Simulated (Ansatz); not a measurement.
# Σ5 (210) boundary in fcc Ag: structure and resistance, part 2 of 3

How much does the Σ5 (210) boundary in fcc Ag reflect electrons?

Ansatz 0.2.0; Ansatz plane-wave DFT, PBE, PAW files; relaxation of a bicrystal slab with its lowest layers held; PAW set soft_1 (the session's first sound run).

So far. Step 2 (Relaxing the bicrystal): The largest force component on a free atom ends at 0.0031 eV/Å, under the tolerance of 0.03, after 11 steps.

## 3. Transmission across the boundary

Bulk layers of each grain are laid under and over the relaxed boundary, and a lead is named in the middle of each, away from the free faces. The mesh across the current, 18×18, is finer than the density's, because channels open and close sharply across the zone. Energies from -0.1 to 0.1 eV in steps of 0.05 eV are too few for the program's thermal sum, so it prints no conductance; for a metal the transmission near the Fermi level serves, at a fraction of the cost.

This step: Ansatz plane-wave DFT, PBE, PAW files; ballistic transport by layer matching (Landauer), zero bias; boundary relaxed in a short slab, bulk layers laid on; PAW set soft_1 (Ansatz 0.2.0).

System of this step: Σ5 (210) boundary in fcc Ag. The cell holds 47 atoms: 47 Ag. Its edges and angles: a = 5.005 Å, b = 4.086 Å, c = 50.852 Å, α = 90.0°, β = 90.0°, γ = 65.9°. It derives from Ag. Regions: lower grain, 19 atoms (19 Ag); boundary, 13 atoms (13 Ag); upper grain, 15 atoms (15 Ag). Vacuum lies along c.

Input file input.yaml:

```yaml
crystal:
  lattice:
    - [5.0045524935, 0.0, 0.0]
    - [1.6681841645, 3.7301731908, 0.0]
    - [0.0, 0.0, 50.8522552339]
  atoms:
    - { symbol: Ag, position: [-14.9999999996, 7.4999999997, 0.0786592449] }
    - { symbol: Ag, position: [-14.3999999997, 7.1999999998, 0.0966270242] }
    - { symbol: Ag, position: [-13.7999999997, 6.8999999998, 0.1145948035] }
    - { symbol: Ag, position: [-13.1999999997, 6.5999999998, 0.1325625827] }
    - { symbol: Ag, position: [-12.5999999997, 6.2999999998, 0.150530362] }
    - { symbol: Ag, position: [-11.9999999997, 5.9999999998, 0.1684981412] }
    - { symbol: Ag, position: [-11.3999999997, 5.6999999998, 0.1864659205] }
    - { symbol: Ag, position: [-10.7999999997, 5.3999999998, 0.2044336998] }
    - { symbol: Ag, position: [-10.1999999998, 5.0999999998, 0.222401479] }
    - { symbol: Ag, position: [-9.5999999998, 4.7999999998, 0.2403692583] }
    - { symbol: Ag, position: [-8.9999999998, 4.4999999999, 0.2583370376] }
    - { symbol: Ag, position: [-8.3999999998, 4.1999999999, 0.2763048168] }
    - { symbol: Ag, position: [-7.7999999998, 3.8999999999, 0.2942725961] }
    - { symbol: Ag, position: [-7.1999999998, 3.5999999999, 0.3122403753] }
    - { symbol: Ag, position: [-6.5999999998, 3.2999999999, 0.3302081546] }
    - { symbol: Ag, position: [-5.9999999998, 2.9999999999, 0.3481759339] }
    - { symbol: Ag, position: [-5.3999999999, 2.6999999999, 0.3661437131] }
    - { symbol: Ag, position: [-4.7999999999, 2.3999999999, 0.3841114924] }
    - { symbol: Ag, position: [-4.1999999999, 2.0999999999, 0.4020792716] }
    - { symbol: Ag, position: [0.4000000001, 0.7999999999, 0.4200470509] }
    - { symbol: Ag, position: [0.002426556, 0.498786722, 0.4394415549] }
    - { symbol: Ag, position: [0.6071355867, 0.1964322066, 0.4577930602] }
    - { symbol: Ag, position: [0.2137644929, 0.8931177535, 0.4756489476] }
    - { symbol: Ag, position: [0.8071109228, 0.5964445386, 0.4950416606] }
    - { symbol: Ag, position: [0.4199308225, 0.2900345888, 0.5156384895] }
    - { symbol: Ag, position: [0.0224770632, -0.0112385316, 0.5286822968] }
    - { symbol: Ag, position: [0.6276593055, 0.6861703473, 0.5547601983] }
    - { symbol: Ag, position: [0.0246023692, 0.9876988154, 0.5808401622] }
    - { symbol: Ag, position: [0.4220886507, 0.2889556747, 0.5939460927] }
    - { symbol: Ag, position: [-0.1908187541, 0.595409377, 0.6145327722] }
    - { symbol: Ag, position: [0.2154574653, 0.8922712673, 0.633821052] }
    - { symbol: Ag, position: [0.6101209322, 0.1949395339, 0.6518240661] }
    - { symbol: Ag, position: [-4.9898790678, 2.4949395339, 0.6697918454] }
    - { symbol: Ag, position: [-5.5898790678, 2.7949395339, 0.6877596247] }
    - { symbol: Ag, position: [-6.1898790678, 3.0949395339, 0.7057274039] }
    - { symbol: Ag, position: [-6.7898790678, 3.3949395339, 0.7236951832] }
    - { symbol: Ag, position: [-7.3898790677, 3.6949395339, 0.7416629624] }
    - { symbol: Ag, position: [-7.9898790677, 3.9949395338, 0.7596307417] }
    - { symbol: Ag, position: [-8.5898790677, 4.2949395338, 0.777598521] }
    - { symbol: Ag, position: [-9.1898790677, 4.5949395338, 0.7955663002] }
    - { symbol: Ag, position: [-9.7898790677, 4.8949395338, 0.8135340795] }
    - { symbol: Ag, position: [-10.3898790677, 5.1949395338, 0.8315018588] }
    - { symbol: Ag, position: [-10.9898790677, 5.4949395338, 0.849469638] }
    - { symbol: Ag, position: [-11.5898790677, 5.7949395338, 0.8674374173] }
    - { symbol: Ag, position: [-12.1898790676, 6.0949395338, 0.8854051965] }
    - { symbol: Ag, position: [-12.7898790676, 6.3949395338, 0.9033729758] }
    - { symbol: Ag, position: [-13.3898790676, 6.6949395337, 0.9213407551] }
kpoints:
  mp_grid: { grid: [7, 7, 1] }
hamiltonian:
  xc: pbe
  pseudopotentials: { kind: paw, azcp: { folder: soft_1 } }
scf:
  occupations: { method: fermi_dirac, width: 0.1 }
output:
  transmission:
    leads: [[10, 11], [38, 39]]
    kmesh: [18, 18]
    e_range: [-0.1, 0.1]
    de: 0.05
  write_potential: true
  write_density: true
  volumetric_format: npy
  elf: true
```

On the command line:

```
ansatz run input.yaml --threads 4 --pin off --max-ram 15360MiB --backend cpu --events-out ev --progress --plain --runs-dir out
```

Numbers of over 12 decimals in the logs are rounded to 6 here.

Output:

```text
[...]
Crystal: 47 atoms, lattice volume = 949.302 Å³
Basis set: ecut = 420 eV, 18621 PW (Γ)
Bands: 536, of which v1, the nominal top of the filled ones, is band 447 counted from 1 (446 counted from 0)
Symmetry: 2 space group operations
[...]
k-points: 16 of 49 (time reversal used)
[...]
SCF iter   1: F=—  HF=-356766.875247 eV  |F-HF|=—  |Δ(HF+E_count)|=         —  Δρ=6.27e-2  dr2=4.25e1  ethr=3.10e-3  ⟨swp⟩=5.0  Hψ=25656  notcnv=0  defer=819
[...]
SCF iter  10: F=-356755.975621 eV  HF=-356755.975621 eV  |F-HF|=3.10e-8  |Δ(HF+E_count)|=   1.74e-8  Δρ=2.12e-6  dr2=5.45e-8  ethr=1.12e-11  ⟨swp⟩=11.0  Hψ=37589  notcnv=0
SCF 1 converged in 10 iterations: F = -356755.975621 eV  dr2 = 5.45e-8
[...]
transmission: 360 of 3549 steps passed
transmission: 718 of 3549 steps passed
[...]
transmission: 3549 of 3549 steps passed
WARN: The input density's exchange-correlation potential varies sharply where the density is thin. Do not read a vacuum level from v_tot or v_xc, or from such a field of the output density. On a cell that repeats whose density bears no net charge and no dipole along the vacuum's axis use v_es (v_loc + v_h of the components); under efield.dipole_correction with no amplitude use v_es + v_field, which holds any external [...]
SCF converged after 10 iterations
Free energy (F): -356755.975621 eV
[...]
Internal energy: -356755.560956 eV  (E = F + TS)
E sigma→0 (E₀):  -356755.768288 eV
Entropy (-TS):   -0.414664 eV (-8.823 meV/atom)
Fermi energy:    13.926918 eV
[...]
--- Band table (eV; the first three rows and the last of 16) ---
  k-point 0: bands = [... 443 lower, 15.6045, 15.7013, 15.7327, 15.8207, 15.8896, 15.9582, 16.0313, 16.0905, ... 85 higher]
  k-point 1: bands = [... 443 lower, 15.2468, 15.3249, 15.4032, 15.4935, 15.6451, 15.7965, 15.9447, 16.0273, ... 85 higher]
  k-point 2: bands = [... 443 lower, 14.5875, 14.6105, 14.6464, 14.7648, 14.8264, 14.8933, 15.0206, 15.0867, ... 85 higher]
  k-point 15: bands = [... 443 lower, 12.5683, 12.6385, 13.0118, 13.0994, 13.4964, 13.5711, 13.9444, 14.0574, ... 85 higher]
--- Transmission ---
  basis      : 165 plane waves across, 39 finite elements along
  points     : 91, standing for a mesh of 18 x 18
  energies   : 5 from -0.100000 to 0.100000 eV about the Fermi level, 0.050000 eV apart; the leads are filled to 0.000000 eV, and channels, transmission and decay are at 0.000000 eV
  crystal 0  : Ag3, at the sites [10, 11], period 2.7411 Å, over 18.27 Å; its Hamiltonian steps by up to 14.8 meV
    offset         : up to 0.0000 Å between an atom of the period and one for which it stands
    channels       : 2.138889e0 a spin
    conductance    : none, the energies end too early or step too widely for 300 K: set another output.transmission.e_range or a lower de, or, where they end at an eighth of basis.ecutwfc, a higher one
[...]
channels       : 2.138889e0 a spin
[...]
junction   : crystal 0 to crystal 1, 12.92 to 37.93 Å
    transmission   : 1.804997e0 a spin
[...]
```

Elapsed: 19 min, on 4 threads of Arm Neoverse V1, shared host; peak memory 10 GiB.

The column dr2 measures how far the density is from self-consistency, as an energy; F and HF (Harris–Foulkes) agree once it is small.

This step gave:

```yaml
free_energy: -356755.9756 eV
energy_at_zero_smearing: -356755.7683 eV
fermi_energy: 13.93 eV
cell_area: 18.67 Å²
transmission_per_spin_nearest_the_fermi_level: 1.805
open_channels_per_spin_nearest_the_fermi_level: 2.139
open_channels_per_spin_upper_lead: 2.139
step_of_the_lead_s_potential: 14.8 meV
step_of_the_upper_lead_s_potential: 12.7 meV
```

Per spin. The transmission, zone mean by energy, zero at the Fermi level:

```
energy (eV)  transmission, zone mean
    -0.1000                     1.82
    -0.0500                     1.80
     0.0000                     1.80
     0.0500                     1.84
     0.1000                     1.82
```

Per spin. The open channels, zone mean by energy, zero at the Fermi level:

```
energy (eV)  lead  upper lead
    -0.1000  2.13        2.13
    -0.0500  2.13        2.14
     0.0000  2.14        2.14
     0.0500  2.16        2.16
     0.1000  2.16        2.15
```

Transmission over k1 and k2. At 0.0000 eV from the Fermi level.

Values, 12 rows by 16 columns, each cell a mean:
```
1.40 1.79 2.55 2.73 2.72 2.51 1.75 1.36 1.05 1.85 2.27 2.45 2.44 2.27 1.85 1.18
2.67 2.72 2.76 2.78 2.76 2.72 2.65 2.39 1.84 1.50 1.31 1.32 1.45 1.78 2.13 2.54
2.66 2.71 2.71 2.68 2.60 2.48 2.26 1.30 0.99 0.99 0.99 0.99 0.99 1.32 2.06 2.46
2.02 1.51 1.73 2.12 2.05 1.96 1.84 1.08 0.97 0.92 0.94 0.98 1.28 1.78 1.95 1.99
1.91 1.90 1.92 1.81 1.81 1.91 1.33 1.00 0.98 0.98 0.98 1.20 1.72 1.73 1.88 1.94
1.88 1.89 1.93 1.81 1.79 1.78 1.14 0.97 0.97 0.97 1.12 1.63 1.93 1.74 1.86 1.90
1.90 1.93 1.74 1.59 1.78 1.21 0.98 0.98 0.98 1.00 1.34 1.91 1.59 1.73 1.92 1.89
1.93 1.95 1.95 1.89 1.41 1.01 0.93 0.92 0.98 1.12 1.71 1.94 1.96 1.94 1.44 1.30
2.50 2.24 1.95 1.37 0.99 0.99 0.99 0.99 1.00 1.30 2.09 2.25 2.44 2.59 2.64 2.63
2.76 2.63 2.13 1.49 1.11 1.00 1.00 1.23 1.62 2.13 2.64 2.75 2.78 2.78 2.78 2.78
1.91 1.75 1.90 2.11 2.19 2.20 2.09 1.86 1.47 1.88 2.18 2.59 2.73 2.75 2.61 2.14
0.65 0.79 1.70 2.62 2.75 2.67 1.76 1.09 0.56 0.83 1.57 2.62 2.76 2.68 1.76 0.92
```
Columns: k1 (b1) from -0.5 to 0.444; rows upwards: k2 (b2) from -0.5 to 0.444.

Open channels over k1 and k2. At 0.0000 eV from the Fermi level.

Ten even steps from '_' (1.00) to '@' (3.00):
```
++++@@@@@@@@@@++++++@@@@@@@@@@@@@@++
@@@@@@@@@@@@@@@@@@@@++++@@@@++++@@@@
@@@@@@@@@@@@@@@@@@++++______++++@@@@
@@@@@@@@@@@@@@@@@@____________@@@@@@
@@@@@@@@@@@@++++______________++++@@
++++++++++++++++____________++++++++
++++++++++++++++__________++++++++++
++++++++__++++____________++++__++++
++++++++++++++__________++++++++++++
++++++__++++____________++++__++++++
++++++++++++__________++++++++++++++
++++++++++____________++++++++++++++
@@@@++++______________++++@@@@@@@@@@
@@@@@@@@____________@@@@@@@@@@@@@@@@
@@@@@@++++______++++@@@@@@@@@@@@@@@@
@@@@@@++++@@@@++++@@@@@@@@@@@@@@@@@@
++++@@@@@@@@@@@@@@++++++@@@@@@@@@@++
++++++@@@@@@@@++++++++++@@@@@@@@++++
```
Columns: k1 (b1) from -0.5 to 0.444; rows upwards: k2 (b2) from -0.5 to 0.444.

Electrostatic potential energy in the cb plane at fractional x = 0.000, with atoms of Ag within 0.2 Å of it. With pseudopotentials it is smooth inside the atoms' cores, unlike the true potential.

Values in eV, 6 rows by 16 columns, each cell a mean:
```
12  6 14 -6 -6 14  9 14 16 13  5 16 18 18 18 18
13 14 14 11 11 14 14 13  1 12 14 15 17 18 18 18
 4 12  8 16 16  3  9  4 -5  3 12  8 16 18 18 18
 6 13 10 16 16  6 11  6 -9  5 13 10 16 18 18 18
14 13 15  5  5 15 14 14  9 14 13 16 18 18 18 18
11  2 13 -6 -6 14  7 13 17 12  2 16 18 18 18 18
```
Columns run along c (16.0 Å, from fractional 0.69 to 1.00 of the cell; values clipped at the 3rd and 97th percentile), rows up along b (4.1 Å). Atoms in or near the plane, at fractional coordinates: Ag at (0.76, 0.99), Ag at (0.85, 0.49).

Valence density in the cb plane at fractional x = 0.000, with atoms of Ag within 0.2 Å of it. It is the smooth field of the valence electrons, not physical close to the nuclei.

Ten steps, logarithmic in the rise over the least value, from '0' (0 e/Å³) to '9' (19 e/Å³), each cell a mean:
```
12333211379973111232110011233311000000000000
11222111246642111121111111122211000000000000
11111111123321111111112321111111000000000000
31111221111111222111136753111122100000000000
52112222110011233211258985211222210000000000
62112332110011243211269985211233210000000000
42111221111111233211257874111222110000000000
21111111112211111111124542111111100000000000
11121111234431111111111111112111000000000000
11232111368863111222111111123210000000000000
12343211479974111232110001234321000000000000
```
Columns run along c (16.0 Å, from fractional 0.69 to 1.00 of the cell), rows up along b (4.1 Å). Atoms in or near the plane, at fractional coordinates: Ag at (0.76, 0.99), Ag at (0.85, 0.49).

ELF in the cb plane at fractional x = 0.000, with atoms of Ag within 0.2 Å of it. It is the smooth field of the valence electrons, not physical close to the nuclei.

Ten even steps from '0' (0.00) to '9' (0.78), each cell a mean:
```
22333222368853222232222222233321110000000000
22222222245542222222222222222222111000000000
22222222223322222222223322222222211100000000
32222222222222222222235553222222221100000000
42222332222222233222257864222233221110000000
52222332222222344322258975222233221110000000
42222222222222233222246764222222221110000000
22222222222222222222224432222222211100000000
22222222234432222222222222222222211000000000
22232222356653222222222222233222111000000000
22343222469963222332222222234321110000000000
```
Columns run along c (16.0 Å, from fractional 0.69 to 1.00 of the cell), rows up along b (4.1 Å). Atoms in or near the plane, at fractional coordinates: Ag at (0.76, 0.99), Ag at (0.85, 0.49).

Over the solved energies the transmission per spin lies between 1.80 and 1.84, out of 2.14 channels of the lead on average (up to 2.16).

## 4. Specific resistance

This step: Ansatz plane-wave DFT, PBE, PAW files; ballistic transport by layer matching (Landauer), zero bias; specific resistance of the boundary; PAW set soft_1 (Ansatz 0.2.0).

Numbers from this step:

| Item | Value |
| --- | --- |
| area resistance | 0.2034 fΩ m² |
| T over the leads' mean channel count | 0.8468 |

Averaged over the energies near the Fermi level, 84.7 % of the channels pass, which makes 0.203 fΩ m².

By hand, with T and the leads' channels N averaged over the energies near the Fermi level: RA = A (h/2e²)(1/T − ½[1/N₁ + 1/N₂]) = 18.67×10⁻²⁰ m² × 12 906 Ω × (1/1.815 − ½[1/2.144 + 1/2.143]) = 0.203 fΩ m².

(Continued in part 3 of 3.)

[Logs are printed without paths, hosts, clocks, repeated set-up lines and the standing remarks that a program may print on its own settings, such as how far it seeks lower states.]

[Hosts, paths, dates, database ids (printed as entryN), source tags and the programs' standing remarks are cut or masked in the printed files.]
